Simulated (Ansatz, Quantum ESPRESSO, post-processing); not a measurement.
# Ag chain with one bond drawn out by 0.3 Å: ballistic transmission, part 4 of 4

How well does the junction conduct in the ballistic limit? It is: Ag chain with one bond drawn out by 0.3 Å.

Quantum ESPRESSO 7.5; plane-wave DFT, PBE, GBRV ultrasoft pseudopotentials; cross-check by Ansatz 0.2.0 with PAW datasets.

So far. Step 2 (SCF with pw.x): The run needed 16 iterations to bring the estimated error under 1e-07 Ry; the largest force on any atom, held or free, is 0.51 eV/Å. Step 3 (Transmission with pwcond.x): At no point does T exceed the number of channels.

### 5. The same in Ansatz

As a check, the same structure is run in Ansatz.

Level of this step: plane-wave DFT, PBE, Ansatz PAW (Ansatz 0.2.0).

input.yaml reads:

```yaml
crystal:
  lattice:
    - [7.5, 0.0, 0.0]
    - [0.0, 7.5, 0.0]
    - [0.0, 0.0, 32.22]
  atoms:
    - { symbol: Ag, position: [0.5, 0.5, 0.0] }
    - { symbol: Ag, position: [0.5, 0.5, 0.0825574178] }
    - { symbol: Ag, position: [0.5, 0.5, 0.1651148355] }
    - { symbol: Ag, position: [0.5, 0.5, 0.2476722533] }
    - { symbol: Ag, position: [0.5, 0.5, 0.330229671] }
    - { symbol: Ag, position: [0.5, 0.5, 0.4127870888] }
    - { symbol: Ag, position: [0.5, 0.5, 0.5046554935] }
    - { symbol: Ag, position: [0.5, 0.5, 0.5872129112] }
    - { symbol: Ag, position: [0.5, 0.5, 0.669770329] }
    - { symbol: Ag, position: [0.5, 0.5, 0.7523277467] }
    - { symbol: Ag, position: [0.5, 0.5, 0.8348851645] }
    - { symbol: Ag, position: [0.5, 0.5, 0.9174425822] }
kpoints:
  mp_grid: { grid: [1, 1, 4] }
hamiltonian:
  xc: pbe
scf:
  occupations: { method: fermi_dirac, width: 0.1 }
  convergence: { dr2_threshold: 1.0e-08 }
output:
  transmission:
    leads: [[0, 1]]
    e_range: [-2.0, 2.0]
    de: 0.05
    kmesh: [1, 1]
    reduced_basis: true
  write_potential: true
  write_density: true
  volumetric_format: npy
```

Run with:

```
> ansatz run input.yaml --threads 4 --pin off --max-ram 8192MiB --backend cpu --events-out ev --progress --plain --runs-dir out
```

Numbers of over 12 decimals in the logs are rounded to 6 here.

Output:

```text
Engine: ansatz 0.2.0, aarch64-unknown-linux-gnu
Pseudopotentials: kind: paw
Pseudopotential: Ag, paw, valence charge 19, recommended cutoff 420 eV (normal), Ag.paw.azcp
Functional definition: PBE
  parameter kappa = 0.804
  parameter beta = 0.066725
  exchange = pbe_x(kappa = kappa, mu = beta*pi^2/3)
  correlation = pbe_c(beta = beta)
Crystal: 12 atoms, lattice volume = 1812.375 Å³
Basis set: ecut = 420 eV, 35523 PW (Γ)
Bands: 137, of which v1, the nominal top of the filled ones, is band 114 counted from 1 (113 counted from 0)
Symmetry: 16 space group operations
Space group: P4/mmm (ITA 123), of the structure as read, at distance tolerance 1.2e-4 Å
k-points: 3 of 4
Non-local potential: Ag, projectors of the file, l = 0: 3, l = 1: 2, l = 2: 2, l = 3: 1
PAW form: soft (Blöchl's): semilocal exchange-correlation on the pseudo side does not see the compensation charge
PAW one-centre angular grid: Ag, 590 points (default); XC on 64 Gauss nodes
Initial density: superposition of atomic densities (neutral atoms: chi_scale 0, normalization atom), corrected by the library's trained network
Initial wavefunctions: pseudopotential atomic-orbital guess
Functional: x = pbe(κ = 0.804, μ = 0.219515), c = pbe(β = 0.066725)
SCF iter   1: F=—  HF=-91070.541288 eV  |F-HF|=—  |Δ(HF+E_count)|=         —  Δρ=1.25e-3  dr2=4.00e-2  ethr=1.77e-3  ⟨swp⟩=8.3  Hψ=1702  notcnv=0
preconditioner: auto → LDOS  [metal: Δε(μ)=0.041 eV  Ē_g=6.297 eV  σ=0.100 eV  W_gap=0.10  n_scr=222 (ndim 8)  ℏωp=10.0 eV  f_vac=0.725  D(μ)=4.90/eV (n_scr^D=6)  β→1.0]
SCF iter   2: F=—  HF=-91070.576487 eV  |F-HF|=—  |Δ(HF+E_count)|=   3.52e-2  Δρ=1.57e-3  dr2=3.93e-2  ethr=1.75e-5  ⟨swp⟩=2.0  Hψ=811  notcnv=0  defer=27
SCF iter   3: F=—  HF=-91070.567635 eV  |F-HF|=—  |Δ(HF+E_count)|=   8.85e-3  Δρ=7.38e-4  dr2=8.78e-3  ethr=1.73e-5  ⟨swp⟩=2.0  Hψ=691  notcnv=0  defer=27
SCF iter   4: F=—  HF=-91070.565237 eV  |F-HF|=—  |Δ(HF+E_count)|=   2.40e-3  Δρ=1.98e-4  dr2=6.26e-4  ethr=3.85e-6  ⟨swp⟩=2.7  Hψ=571  notcnv=0  defer=27
SCF iter   5: F=—  HF=-91070.565066 eV  |F-HF|=—  |Δ(HF+E_count)|=   1.71e-4  Δρ=3.37e-5  dr2=4.13e-5  ethr=2.75e-7  ⟨swp⟩=2.0  Hψ=583  notcnv=0  defer=27
SCF iter   6: F=—  HF=-91070.565090 eV  |F-HF|=—  |Δ(HF+E_count)|=   2.36e-5  Δρ=5.37e-6  dr2=5.61e-7  ethr=1.81e-8  ⟨swp⟩=2.0  Hψ=583  notcnv=0  defer=27
SCF iter   7: F=—  HF=-91070.564343 eV  |F-HF|=—  |Δ(HF+E_count)|=   7.46e-4  Δρ=1.96e-6  dr2=8.95e-8  ethr=2.46e-10  ⟨swp⟩=2.0  Hψ=587  notcnv=0  defer=27
SCF iter   8: F=-91070.564343 eV  HF=-91070.564343 eV  |F-HF|=4.51e-10  |Δ(HF+E_count)|=   1.19e-7  Δρ=6.14e-7  dr2=9.68e-9  ethr=4.39e-12  ⟨swp⟩=9.3  Hψ=1521  notcnv=0
SCF 1 converged in 8 iterations: F = -91070.564343 eV  dr2 = 9.68e-9
  greatest PAW one-centre occupation: 1.000 electrons in one spin orbital (limit 2), on the Ag atom at site 7 (counted from 0), in its partial waves of l = 0
transmission: 41 of 246 steps passed
transmission: 82 of 246 steps passed
[...]
transmission: 246 of 246 steps passed
WARN: The output density's exchange-correlation potential varies sharply where the density is thin. Do not read a vacuum level from v_tot or v_xc, or from such a field of the output density. On a cell that repeats whose density bears no net charge and no dipole along the vacuum's axis use v_es (v_loc + v_h of the components); under efield.dipole_correction with no amplitude use v_es + v_field, which holds any externa [...]
SCF converged after 8 iterations
Free energy (F): -91070.564343 eV
Harris-Foulkes:  -91070.564343 eV  (|F-HF|=4.51e-10)
Internal energy: -91070.401005 eV  (E = F + TS)
E sigma→0 (E₀):  -91070.482674 eV
Entropy (-TS):   -0.163338 eV (-13.612 meV/atom)
Fermi energy:    -2.627125 eV
--- Per-component energies (eV) ---
  E_band       = -6993.083617
  E_kinetic    = 6339.799675
  E_local      = -73675.139754  (includes V_loc(G=0)·N_el)
  E_nonlocal   = 982.823610
  E_hartree    = 33565.940391
  E_xc         = -2192.298445
  E_vxc        = -2780.400980  (∫ρ·V_xc dr)
  E_paw        = -46854.625954  (= ΣΔE_a)
  E_vpaw       = -4992.054209  (= ΣTr[D̂ρ^β])
  E_aug_tail   = 0.003796  (compensation charges beyond the density's cutoff)
  E_ewald      = -9236.904324
  E_smearing   = -0.163338  (= −TS)
  E_closure    = -0.000000  (closes the sum)
  Σ components = -91070.564343   (vs F -91070.564343, Δ=0.00e0)
--- Band table (eV) ---
  k-point 0: bands = [... 110 lower, -3.5940, -3.2868, -3.2546, -2.6558, -2.6195, -1.6174, -1.5665, -0.1182, ... 19 higher]
  k-point 1: bands = [... 110 lower, -3.5473, -3.3791, -3.1440, -2.8296, -2.4196, -1.8974, -1.2569, -0.5082, ... 19 higher]
  k-point 2: bands = [... 110 lower, -3.4872, -3.4553, -3.0144, -2.9811, -2.1968, -2.1495, -0.9181, -0.8716, ... 19 higher]
--- Transmission ---
  basis      : 497 plane waves across, 41 finite elements along
  points     : 1, standing for a mesh of 1 x 1
  energies   : 81 from -2.000000 to 2.000000 eV about the Fermi level, 0.050000 eV apart; the leads are filled to 0.000000 eV, and channels, transmission and decay are at 0.000000 eV
  crystal 0  : Ag1, at the sites [0, 1], period 2.6600 Å, over 31.92 Å; its Hamiltonian steps by up to 1.1 meV
    offset         : up to 0.0000 Å between an atom of the period and one for which it stands
    channels       : 1.000000e0 a spin
    conductance    : none, the energies end too early or step too widely for 300 K: set another output.transmission.e_range or a lower de, or, where they end at an eighth of basis.ecutwfc, a higher one
  junction   : crystal 0 to crystal 0, -0.63 to 28.93 Å
    transmission   : 9.808534e-1 a spin
    error estimate : 3.550303e-6 a spin from the reduction of the transverse basis, at the most 1.734417e-4 at -2.000000 eV
    conductance    : none, the energies end too early or step too widely for 300 K: set another output.transmission.e_range or a lower de, or, where they end at an eighth of basis.ecutwfc, a higher one
```

It took 42 s on 4 threads of Arm Neoverse V2, shared host; peak memory 3.2 GiB.

Read from the output:

| Property | Result |
| --- | --- |
| free energy | -91070.5643 eV |
| energy at zero smearing | -91070.4827 eV |
| smearing term TS | 0.1633 eV |
| Fermi energy | -2.627 eV |
| symmetry operations | 16 |
| transmission at the Fermi level, one spin | 0.9809 |
| step of the lead's Hamiltonian over a period | 1.1 meV |

Per spin. Transmission against energy, zero at the Fermi level:

```
energy (eV)  transmission
     -2.000          1.52
     -1.800         0.402
     -1.600             0
     -1.400             0
     -1.200             0
     -1.000         0.787
     -0.800         0.928
     -0.600         0.958
     -0.400         0.971
     -0.200         0.978
      0.000         0.981
      0.200         0.981
      0.400         0.980
      0.600         0.980
      0.800         0.982
      1.000         0.984
      1.200         0.986
      1.400         0.988
      1.600         0.990
      1.800         0.991
      2.000         0.993
```

Per spin. The open channels by energy, zero at the Fermi level:

```
energy (eV)  open channels
     -2.000              3
     -1.800              1
     -1.600              0
     -1.400              0
     -1.200              0
     -1.000              1
     -0.800              1
     -0.600              1
     -0.400              1
     -0.200              1
      0.000              1
      0.200              1
      0.400              1
      0.600              1
      0.800              1
      1.000              1
      1.200              1
      1.400              1
      1.600              1
      1.800              1
      2.000              1
```

Ansatz finds T = 0.981 against pwcond's 0.974.

### 6. All levels side by side

All levels:

```
                   step  T at the Fermi level (per spin)  conductance (G0)  r.m.s. T(E) from the first  CPU time of the step (s)  peak memory (GiB)
                 Ansatz                           0.9809                 -                           0                     153.6              3.159
                 pwcond                           0.9737            0.9737                    0.006093                     877.6                0.5
pwcond, changed setting                           0.9762            0.9762                      0.3326                     789.1               0.46
```

Per spin. Table of transmission by energy, zero at the Fermi level:

```
energy (eV)  Ansatz  pwcond  pwcond, changed setting
      -2.00    1.52    1.54                     2.11
      -1.90   0.610   0.610                     1.99
      -1.70       0       0                    0.646
      -1.60       0       0                    0.545
      -1.40       0       0                        0
      -1.30       0       0                        0
      -1.20       0       0                        0
      -1.00   0.787   0.785                    0.771
      -0.90   0.887   0.887                    0.882
      -0.80   0.928   0.927                    0.925
      -0.60   0.958   0.958                    0.959
      -0.50   0.965   0.966                    0.966
      -0.30   0.975   0.973                    0.973
      -0.20   0.978   0.975                    0.975
      -0.10   0.980   0.976                    0.975
       0.00   0.981   0.974                    0.976
       0.10   0.981   0.977                    0.977
       0.20   0.981   0.978                    0.978
       0.30   0.980   0.979                    0.978
       0.50   0.980   0.980                    0.980
       0.60   0.980   0.981                    0.980
       0.80   0.982   0.983                    0.982
       0.90   0.983   0.983                    0.983
       1.00   0.984   0.984                    0.984
       1.20   0.986   0.986                    0.985
       1.30   0.987   0.987                    0.986
       1.40   0.988   0.988                    0.987
       1.60   0.990   0.989                    0.989
       1.70   0.990   0.990                    0.990
       1.90   0.992   0.992                    0.991
       2.00   0.993   0.993                    0.992
```

### 7. By hand

G = 0.974 × 77.48 µS = 75.4 µS a cell, a resistance of 13.3 kΩ.

### 8. What came out

| Item | Value |
| --- | --- |
| conductance from T at the Fermi level, a cell (G₀ = 2e²/h) | 0.974 G₀ |
| lead channels per spin | 1.00 |
| the same conductance by Ansatz | 0.981 G₀ |

The junction conducts 0.974 G₀ a cell at the Fermi level (PBE, GBRV ultrasoft). At the Fermi level the junction passes 97 % of what the leads offer, nearly all. At the Fermi level pwcond and Ansatz differ by 0.73 %, a close match. Over -2 to 2 eV, T lies between 0 and 1.5 per spin. The geometry is as built, not relaxed, and the leads are short.

[Logs are printed without paths, hosts, clocks, repeated set-up lines and the standing remarks that a program may print on its own settings, such as how far it seeks lower states.]

[Hosts, paths, dates, database ids (printed as entryN), source tags and the programs' standing remarks are cut or masked in the printed files.]

[Maps of the electrostatic potential energy from Ansatz leave out the sawtooth potential of an applied field or a dipole correction, so their vacuum need not be flat; planar profiles and work functions include it.]
